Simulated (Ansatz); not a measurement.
# A thicker film of CdF2 (111) from two thinner ones

In a field along its normal an insulating film takes a dipole p. Written as a length, p/(ε₀AE), it should grow by 1 − 1/ε for each ångström added.

**Method.** Ansatz 0.2.0, plane waves with PAW datasets (its set soft_2), PBEsol; fluorite films relaxed at a bulk in-plane lattice constant near the measured one, then held in weak fields of both signs with a dipole correction (A is the cell's area, E the outer field).

| run | distance between the outer atoms (Å) | p/(ε₀AE) (Å) |
| --- | --- | --- |
| 2 units | 4.672 | 4.170 |
| 3 units | 7.776 | 6.208 |
| 5 units | 13.983 | ? |

**Question.** What value belongs in the row marked “?”, and how far can the other rows tell?

Two rows fix a line: slope = (6.208 − 4.170) / (7.776 − 4.672) = 0.6566, intercept 1.1023. That slope means ε = 1/(1 − 0.6566) = 2.91. At 13.983 it gives 0.6566 × 13.983 + 1.1023 = 10.284 Å, beyond the rows fitted. Rounding of the rows alone allows about ±0.004 Å there; two rows can't show whether the line holds.

The run itself gives 10.283 Å: a miss of −0.001 Å, or 0.0 % of the value. The length is met to within 1 %, though ε is more sensitive than the length: the two thickest films give ε = 2.91.

**Limits.** This is the electronic response alone. A unit is one step of the cut along the normal (a plane, a pair of planes or a cell), and the layers relax along it, away from their bulk spacing where the functional's lattice constant differs from the one held.
